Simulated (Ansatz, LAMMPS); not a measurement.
**Structural relaxation of glassy 68SiO2-14MgO-11ZnO-7BaO (mol %) (75 atoms)**

Aim: bring glassy 68SiO2-14MgO-11ZnO-7BaO (mol %) (75 atoms) to a nearby minimum of the energy and see what moves.

Main program and level: Ansatz 0.2.0; Kohn-Sham DFT, revPBE, PAW (set soft_2), plane waves.

### Step 1. The structure

The cell holds 75 atoms: 19 Si, 4 Mg, 3 Zn, 2 Ba and 47 O. Cell: a = 10.108 Å, b = 10.108 Å, c = 10.108 Å, α = 90.0°, β = 90.0°, γ = 90.0°. 75 atoms (19 Si, 4 Mg, 3 Zn, 2 Ba, 47 O) placed at random at 2.98 g/cm³, melted at 4000 K for 10 ps at fixed volume with the Morse and Coulomb pair potential with partial charges (Pedone, Malavasi, Menziani, Cormack and Segre, J. Phys. Chem. B 110, 11780 (2006)). Quenched from 4000 K to 300 K at 25 K/ps and fixed volume, held 5 ps, then minimised at fixed cell.

What the set-up can't give: The quench rate of 25 K/ps is orders of magnitude faster than experiment, which tends to freeze in extra defects. The starting topology of bonds comes from the classical model. Sampling is at Γ alone, for a cell whose shortest periodic width is 10 Å. No spin–orbit coupling is included, so levels derived from the heavy atoms are approximate.

### Step 2. Single point at the start

The forces at the start show how far the geometry lies from a minimum of this functional.

File input.yaml:

```yaml
crystal:
  lattice:
    - [10.1084, 0.0, 0.0]
    - [0.0, 10.1084, 0.0]
    - [0.0, 0.0, 10.1084]
  atoms:
    - { symbol: Si, position: [0.27594, 0.32888, 0.65238] }
    - { symbol: Si, position: [0.2894, 0.90481, 0.64454] }
    - { symbol: Si, position: [0.17283, 0.62327, 0.63268] }
    - { symbol: Si, position: [0.25794, 0.75394, 0.07584] }
    [... 65 atom lines left out ...]
    - { symbol: O, position: [0.75788, 0.60644, 0.7668] }
    - { symbol: O, position: [0.0357, 0.42148, 0.94136] }
    - { symbol: O, position: [0.71581, 0.25134, 0.2243] }
    - { symbol: O, position: [0.57259, 0.1453, 0.69929] }
    - { symbol: O, position: [0.59873, 0.92046, 0.13782] }
    - { symbol: O, position: [0.26425, 0.74668, 0.6673] }
kpoints:
  mp_grid: { grid: [1, 1, 1] }
hamiltonian:
  xc: revpbe
scf:
  occupations: { method: fixed }
output:
  forces: true
  stress: true
  populations: true
  dos:
    method: { smearing: { sigma: 0.08 } }
    de: 0.1
    projected: { site_lists: { Ba: [Ba], Mg: [Mg], O: [O], Si: [Si], Zn: [Zn] } }
  eigenvalues: true
```

Launch:

```bash
> ansatz run input.yaml --threads 4 --pin off --max-ram 8192MiB --backend cpu --events-out ev --progress --plain --runs-dir out
```

Wall time 8.9 s (4 threads of Intel Xeon Platinum 8488C (Sapphire Rapids), shared host); peak memory 1.4 GiB.

Numbers from this run:

* free energy: -68512.0952 eV
* free energy per atom: -913.4946 eV/atom
* SCF cycles: 10
* pressure: 6.896 GPa
* r.m.s. force component: 0.875 eV/Å
* longest force: 2.962 eV/Å
* Fermi energy: 4.456 eV
* gap (highest filled to lowest empty level): 3.23 eV
* spilling of the projection: 0.01215

The r.m.s. force component of 0.88 eV/Å and the pressure of 6.9 GPa set the starting point.

Length of the force by element:

```tsv
element	coordination	atoms	mean length of the force (eV/Å)	spread	least	most
Ba	all	2	0.741	0.102	0.639	0.842
Mg	all	4	0.846	0.308	0.375	1.24
O	all	47	1.58	0.583	0.429	2.96
Si	all	19	1.19	0.381	0.533	2.27
Zn	all	3	1.25	0.0338	1.20	1.29
```

### Step 3. Relaxation

With the cell held, the atoms are moved downhill towards a nearby minimum.

input.yaml, the sections that differ from step 2:

```yaml
output:
  forces: true
relax:
  f_tol: 0.05
  max_steps: 200
# crystal, kpoints, hamiltonian, scf: as in step 2
```

It took 51 s on 4 threads; peak memory 1.3 GiB.

Relaxation path:

```tsv
step	energy less that of the first step (eV)	largest force component (eV/Å)
1	0.0000	2.7840
2	-1.9011	1.6044
3	-3.2732	0.9313
4	-3.5934	0.9172
5	-3.7966	0.5812
6	-3.7833	0.6215
7	-3.8548	0.2616
8	-3.8649	0.1770
9	-3.8762	0.0555
10	-3.8598	0.0964
11	-3.8799	0.0390
```

Relaxation steps 6, 10 were tried and not accepted.

The atoms that moved most (Å):

```tsv
atom	dx	dy	dz	length
Ba27	0.229	-0.055	0.189	0.302
Zn25	0.215	-0.172	-0.042	0.278
Zn26	-0.226	-0.030	0.085	0.244
O73	0.043	0.075	0.218	0.235
O48	0.221	-0.024	-0.029	0.224
O45	-0.200	0.077	-0.005	0.214
O57	-0.069	-0.155	-0.128	0.212
O33	0.100	-0.047	0.179	0.211
```

The relaxation changed the energy by -51.7 meV/atom, and atoms moved by 0.14 Å r.m.s., 0.30 Å at most.

### Step 4. Distances and neighbours after relaxation

Bonds before and after, by the cutoffs listed below:

```tsv
pair	bonds before	bonds after	mean before (Å)	mean after (Å)	spread before (Å)	spread after (Å)
O-Si	76	76	1.613	1.643	0.031	0.028
O-Mg	19	19	2.086	2.048	0.134	0.124
O-Ba	13	13	2.960	2.802	0.149	0.169
```

Density 2.98 g/cm³, 13.77 Å³ an atom.

g(r), total and by pair (bins of 0.2 Å):

```tsv
r (Å)	total	O-O	O-Si	O-Mg	O-Zn	O-Ba	Si-Si
1.50	0.18	0.00	0.56	0.00	0.00	0.00	0.00
1.70	3.91	0.00	12.31	0.00	0.00	0.00	0.00
1.90	0.62	0.00	0.00	4.66	6.26	0.00	0.00
2.10	0.31	0.00	0.00	3.65	1.29	0.00	0.00
2.30	0.17	0.00	0.00	1.73	1.03	0.00	0.00
2.50	0.42	0.96	0.00	0.00	0.00	1.34	0.00
2.70	2.12	5.06	0.00	0.00	0.39	2.38	0.00
2.90	0.55	0.57	0.00	0.25	0.34	2.64	1.29
3.10	0.88	0.80	0.09	0.22	0.59	0.93	4.49
3.30	0.71	0.96	0.26	0.61	0.83	0.00	1.06
3.50	1.04	0.85	1.26	0.72	0.73	1.44	0.00
3.70	0.98	0.70	1.83	0.63	0.43	0.00	0.00
3.90	1.00	0.73	1.44	1.15	0.76	1.15	0.44
4.10	1.18	0.66	2.12	1.44	1.57	0.25	0.41
4.30	1.31	0.72	1.83	1.90	2.52	1.42	1.47
4.50	1.05	0.96	0.98	1.08	1.88	0.67	1.67
4.70	0.96	0.76	0.86	1.50	1.20	2.18	2.06
4.90	0.97	1.35	0.48	0.82	0.48	1.81	0.75
```

Bonds by pair of elements; cutoffs follow the first minimum of g(r), held within bounds set by covalent radii, and pairs that aren't listed don't count as bonded:

```tsv
pair A-B	cutoff (Å)	bonds	mean length (Å)	spread (Å)	shortest (Å)	B about A	A about B
O-Si	2.08	76	1.64	0.028	1.58	1.62	4
O-Mg	2.68	19	2.05	0.124	1.87	0.404	4.75
O-Zn	2.27	10	1.97	0.085	1.86	0.213	3.33
O-Ba	3.29	13	2.80	0.169	2.51	0.277	6.5
```

The cutoff for O-Zn falls short of the minimum of g(r), so counts run low and odd coordinations can be artefacts.

How many atoms have how many bonded neighbours:

```tsv
element	mean	2	3	4	5	8
Ba	6.5	0	0	0	1	1
Mg	4.75	0	0	1	3	0
O	2.51	25	20	2	0	0
Si	4	0	0	19	0	0
Zn	3.33	0	2	1	0	0
```

Bond angles, per cent of each kind in bins of 5°:

```tsv
angle (°)	O-Si-O	O-Ba-O	O-Mg-O	Si-O-Si	Mg-O-Si
50–55	0.0	7.9	0.0	0.0	0.0
55–60	0.0	5.3	0.0	0.0	0.0
60–65	0.0	2.6	0.0	0.0	0.0
65–70	0.0	10.5	0.0	0.0	0.0
70–75	0.0	10.5	5.6	0.0	0.0
75–80	0.0	5.3	2.8	0.0	0.0
80–85	0.0	5.3	5.6	0.0	0.0
85–90	0.0	0.0	8.3	0.0	5.0
90–95	0.0	5.3	16.7	0.0	10.0
95–100	3.5	5.3	5.6	0.0	0.0
100–105	10.5	2.6	11.1	0.0	5.0
105–110	39.5	2.6	11.1	0.0	5.0
110–115	37.7	5.3	8.3	0.0	5.0
115–120	8.8	5.3	5.6	0.0	20.0
120–125	0.0	5.3	2.8	0.0	5.0
125–130	0.0	5.3	0.0	13.8	10.0
130–135	0.0	2.6	0.0	13.8	10.0
135–140	0.0	2.6	5.6	20.7	5.0
140–145	0.0	2.6	0.0	13.8	5.0
145–150	0.0	2.6	0.0	13.8	0.0
150–155	0.0	2.6	5.6	6.9	5.0
155–160	0.0	0.0	2.8	3.5	0.0
160–165	0.0	0.0	0.0	6.9	0.0
165–170	0.0	0.0	2.8	3.5	5.0
170–175	0.0	0.0	0.0	3.5	5.0
175–180	0.0	2.6	0.0	0.0	0.0
```

Bond angles (no mean is given where the spread exceeds 20°):

```tsv
angle	count	mean (°)	spread (°)
O-Si-O	114	109	4.6
O-Ba-O	38	-	-
O-Mg-O	36	-	-
Si-O-Si	29	143	12.1
Mg-O-Si	20	-	-
```

Oxygen atoms by the number of network formers (Si, P, Ge, B, Al, As, Ga) bound to them:

```tsv
network formers bound to O	O atoms	per cent
0	0	0
1	18	38.3
2	29	61.7
```

Network units: each former by its oxygen neighbours and how many of them bridge to another former:

```tsv
former	O neighbours	bridging O	atoms
Si	4	2	6
Si	4	3	6
Si	4	4	7
```

Bond length by coordination (bonds to H left out):

```tsv
element	coordination	atoms	mean bond length (Å)
Ba	5	1	2.73
Ba	8	1	2.84
Mg	4	1	1.96
Mg	5	3	2.07
O	2	25	1.65
O	3	20	2.00
O	4	2	2.20
Zn	3	2	1.96
Zn	4	1	1.98
```

Rings of the network by King's shortest-path rule, up to 12 atoms, one path for each pair of neighbours; H, halogens, alkali and alkaline-earth atoms are left out, and the last column divides by all other atoms, bonded or not:

```tsv
ring size (atoms)	rings	per network atom
8	2	0.029
10	4	0.058
12	6	0.087
```

For some of the pairs, g(r) has its first main peak near 2.7 Å (O-O), 1.6 Å (O-Si), 2.0 Å (O-Mg), 1.9 Å (O-Zn), 2.9 Å (O-Ba) and 3.1 Å (Si-Si). The O-Si-O angle averages 109° with a spread of 5°. Counting bonds to Si alone, not to Zn, 62 % of the oxygens join two of these atoms and 38 % one. The commonest Si unit has 4 oxygens, 4 of them shared with other formers (7 of 19 atoms). Rings of 12 atoms are the most common (50 % of those counted); sizes run from 8 to 12, where the search stops.

### Step 5. Single point at the relaxed geometry

One more single point at the end of the walk gives the fuller output and checks the residual forces.

File input.yaml:

```yaml
crystal:
  lattice:
    - [10.1084, 0.0, 0.0]
    - [0.0, 10.1084, 0.0]
    - [0.0, 0.0, 10.1084]
  atoms:
    - { symbol: Si, position: [0.28204, 0.32211, 0.6618] }
    - { symbol: Si, position: [0.28047, 0.90469, 0.64252] }
    - { symbol: Si, position: [0.18785, 0.61796, 0.63276] }
    - { symbol: Si, position: [0.25292, 0.75238, 0.07794] }
    [... 65 atom lines left out ...]
    - { symbol: O, position: [0.74489, 0.6104, 0.76156] }
    - { symbol: O, position: [0.04084, 0.42641, 0.95398] }
    - { symbol: O, position: [0.71171, 0.25701, 0.22862] }
    - { symbol: O, position: [0.57686, 0.15272, 0.72087] }
    - { symbol: O, position: [0.60489, 0.9302, 0.13112] }
    - { symbol: O, position: [0.28011, 0.74159, 0.67526] }
kpoints:
  mp_grid: { grid: [1, 1, 1] }
hamiltonian:
  xc: revpbe
scf:
  occupations: { method: fixed }
output:
  forces: true
  stress: true
  populations: true
  dos:
    method: { smearing: { sigma: 0.1 } }
    de: 0.1
    projected: { site_lists: { Ba: [Ba], Mg: [Mg], O: [O], Si: [Si], Zn: [Zn] } }
  eigenvalues: true
  write_density: true
  write_potential: true
  volumetric_format: npy
  elf: true
```

It took 12 s on 4 threads; peak memory 1.4 GiB.

The run gave:

- free energy: -68515.9751 eV
- free energy per atom: -913.5463 eV/atom
- SCF cycles: 10
- pressure: 1.738 GPa
- r.m.s. force component: 0.01174 eV/Å
- longest force: 0.05557 eV/Å
- Fermi energy: 4.232 eV
- gap (highest filled to lowest empty level): 3.515 eV
- spilling of the projection: 0.01206

Löwdin charges by element (they lack the spilled electrons, 0.073 e an atom on average):

```tsv
element	coordination	atoms	mean charge (e)	spread	least	most
Ba	all	2	1.87	0.0015	1.87	1.88
Mg	all	4	1.63	0.0143	1.61	1.65
O	all	47	-0.894	0.115	-1.08	-0.782
Si	all	19	1.72	0.0387	1.66	1.79
Zn	all	3	1.49	0.0049	1.49	1.50
```

Density of states as counts of states in windows of 1 eV (from the Fermi level), total and the larger projections:

```tsv
from (eV)	to (eV)	total	O p	Si p	Zn d
-10	-9	7.4	4.9	0.4	0.0
-9	-8	11.0	7.5	0.9	0.1
-8	-7	14.8	10.5	1.8	0.2
-7	-6	25.5	17.5	3.8	2.8
-6	-5	34.7	15.1	2.3	15.9
-5	-4	41.8	29.2	3.2	6.0
-4	-3	49.9	42.4	2.4	2.1
-3	-2	59.2	54.1	1.5	1.4
-2	-1	45.4	42.4	0.7	1.0
-1	0	19.7	18.6	0.3	0.3
0	1	0.6	0.5	0.0	0.0
1	3	0.0	0.0	0.0	0.0
3	4	2.0	0.1	0.0	0.0
4	5	3.7	0.5	0.3	0.0
```

With fixed occupations the program's Fermi level is the highest filled level; weight inside the gap is the broadening of levels at its edges.

Between -26 and -10 eV lie 110 more states.

The stored curve holds about 420 of the 454 electrons; the rest, give or take the few that broadening carries across the Fermi level, lie in deeper levels below its range.

The levels nearest the highest filled one (over half full), pooled over k-points and spins:

```tsv
level less the highest filled one (eV)	occupation
-0.653	2
-0.503	2
-0.455	2
-0.417	2
-0.199	2
0	2
3.52	0
4.51	0
4.97	0
5.35	0
5.37	0
5.50	0
```

Mean Löwdin charges: Ba +1.87, Mg +1.63, O -0.89, Si +1.72, Zn +1.49 e (they miss 1.2 % of the electrons, so they add up to more than the cell's charge).

1 further run on a deliberately doubtful input is not shown.

### Step 6. Outcome

| Quantity | Value |
| --- | --- |
| energy change in the relaxation | -51.73 meV/atom |
| r.m.s. displacement | 0.141 Å |
| largest displacement | 0.302 Å |
| free energy per atom | -913.5463 eV/atom |
| pressure | 1.738 GPa |
| r.m.s. force component | 0.01174 eV/Å |
| gap (highest filled to lowest empty level) | 3.515 eV |
| wall time of the 3 DFT runs | 72 s |

In words: Relaxation lowers the energy by 51.7 meV/atom and moves atoms by 0.14 Å r.m.s.; the r.m.s. force component goes from 0.88 to 0.012 eV/Å, the pressure goes from 6.9 to 1.7 GPa, and the gap from 3.23 to 3.52 eV. First to last step the energy falls by 3.880 eV; the largest move, 0.30 Å, is that of Ba27. The O-Ba bonds change most in mean length: from 2.960 Å (spread 0.149) to 2.802 Å (spread 0.169). Counting bonds to Si alone, not to Zn, 62 % of the oxygens join two of these atoms and 38 % one. The highest filled and lowest empty levels differ by 3.52 eV (at Γ alone); a semilocal functional tends to put such gaps too low. In a disordered cell it changes from sample to sample, and tail or defect levels can set it.

**Limits.** The starting topology of bonds comes from the classical model; in DFT atoms moved by 0.14 Å r.m.s. The pressure of 1.7 GPa says that the cell would expand at this level of theory.

[Logs are printed without paths, hosts, clocks, repeated set-up lines and the standing remarks that a program may print on its own settings, such as how far it seeks lower states.]

[Hosts, paths, dates, database ids (printed as entryN), source tags and the programs' standing remarks are cut or masked in the printed files.]
